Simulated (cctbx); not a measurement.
**From intensities to atoms**

Cell a = 7.8000 Å, b = 7.8000 Å, c = 5.1630 Å, α = 90.00°, β = 90.00°, γ = 90.00°; space group I4/m (no. 87); content Te8 Mn4 Ca2.

The data are simulated with cctbx, not measured: Ag Kα, λ = 0.56087 Å, to d = 0.77 Å, 95 % of the full sphere, strongest reflection 20000 counts, noise from counting, a 3 % proportional error and a noise floor of 8 counts (s.d.); no absorption, and some extinction, which the refinements don't model.

Charge flipping in P1 on normalised amplitudes to 0.8 Å, δ = 0.9 σ, 10 % of the reflections treated as weak, 300 cycles:

```text
cycle      R  skewness
    0  0.584     0.22
   25  0.397     1.73
   50  0.400     1.85
   75  0.406     2.26
  100  0.419     3.23
  125  0.431     4.73
  150  0.418     4.85
  175  0.440     4.97
  200  0.435     4.62
  225  0.448     4.92
  250  0.443     4.59
  275  0.429     4.89
origin shift          correlation  skewness
 0.196  0.722 -0.021      0.952      6.06
 0.393  0.354  0.475      0.944      4.47
 0.393  0.354 -0.025      0.944      4.47
 0.074  0.421  0.472      0.932      5.07
taken: symmetry correlation 0.952, skewness 6.06
peak      x       y       z  mult  height/sigma
Q1    0.1273  0.3036  0.5000    8     14.5
Q2    0.0000  0.5000  0.2500    4      5.5
Q3    0.0000  0.0000  0.0000    2      4.7
Q4    0.0522  0.5648  0.0000    8      1.6
Q5    0.0986  0.7379  0.3416   16      1.4
Q6    0.0432  0.0753  0.3728   16      1.3
Q7    0.0622  0.2354  0.3341   16      1.3
Q8    0.2469  0.2415  0.1256   16      1.3
```

The origin is taken among those within 0.04 of the best correlation, by the skewness of the map.

It took 0.39 s on 1 thread of Arm Neoverse V2, on a shared host, peak memory 0.07 GiB.

**Question.** Which peaks are atoms, and which elements?

Heights go roughly as Z and multiplicities must add up to the content. First model: Q1 = Te1 (8 in the cell, height 14.5), Q2 = Mn1 (4 in the cell, height 5.5) and Q3 = Ca1 (2 in the cell, height 4.7). Against the true structure, Q1 is Te, Q2 is Mn and Q3 is Ca; the other peaks are not atoms.

Least squares on F², isotropic:

```text
Rint 0.029, 202 unique reflections to 0.77 A
cycle     R1     wR2    GooF  max shift (A)
   1  0.1504  0.3597  17.864   0.04550
   2  0.0120  0.0267   1.326   0.00000
final R1 0.0120 wR2 0.0267 GooF 1.326  parameters 5  data/parameter 40.4
atom        x        y        z      Ueq    occ   su(xyz)  su(Uiso or U11)
Te1    0.13008  0.30873  0.50000   0.0131  1.000  0.00003  0.0001
Mn1    0.00000  0.50000  0.25000   0.0227  1.000  0.00000  0.0002
Ca1    0.00000  0.00000  0.00000   0.0209  1.000  0.00000  0.0003
difference map: max 0.40 min -1.02 rms 0.19
Q1    0.0000  0.0000  0.3559    4    0.41  1.84 A from Ca1
Q2    0.0529  0.7075  0.5000    8    0.34  1.43 A from Te1
Q3    0.0251  0.8534  0.5000    8    0.34  1.75 A from Te1
Q4    0.0255  0.1910  0.0000    8    0.34  1.50 A from Ca1
Q5    0.1317  0.2123  0.1045   16    0.34  1.94 A from Te1
```

Anisotropic refinement:

```text
Rint 0.029, 202 unique reflections to 0.77 A
cycle     R1     wR2    GooF  max shift (A)
   1  0.0120  0.0267   1.343   0.00002
   2  0.0118  0.0264   1.329   0.00000
final R1 0.0118 wR2 0.0264 GooF 1.329  parameters 10  data/parameter 20.2
atom        x        y        z      Ueq    occ   su(xyz)  su(Uiso or U11)
Te1    0.13008  0.30873  0.50000   0.0131  1.000  0.00003  0.0002
Mn1    0.00000  0.50000  0.25000   0.0228  1.000  0.00000  0.0003
Ca1    0.00000  0.00000  0.00000   0.0209  1.000  0.00000  0.0005
difference map: max 0.41 min -0.97 rms 0.19
Q1    0.0000  0.0000  0.3564    4    0.42  1.84 A from Ca1
Q2    0.0539  0.7077  0.5000    8    0.36  1.44 A from Te1
Q3    0.0264  0.1904  0.0000    8    0.35  1.50 A from Ca1
Q4    0.0234  0.8532  0.5000    8    0.33  1.74 A from Te1
Q5    0.1360  0.2141  0.1020   16    0.33  1.91 A from Te1
Q6    0.0257  0.7348  0.0000    8    0.31  1.53 A from Te1
```

**Reading.** The refinement ends at R1 = 0.0118, wR2 = 0.0264, GooF = 1.33, with difference density between -0.97 and 0.41 e/Å³. Every site matches the true model in element, within 0.001 Å r.m.s., up to an allowed shift of origin.

True model:

```csv
atom,mult.,x,y,z,Ueq (Å²)
Te1,8,0.1913,0.6300,1/2,0.0141
Mn1,4,0,1/2,3/4,0.0238
Ca1,2,0,0,1/2,0.0216
```

The model was made for the exercise: a known structure type with other elements put in, its volume estimated, not relaxed; displacement parameters are assumed.

[Middle refinement cycles are left out of these outputs.]

[Logs are printed without paths, hosts, clocks, repeated set-up lines and the standing remarks that a program may print on its own settings, such as how far it seeks lower states.]
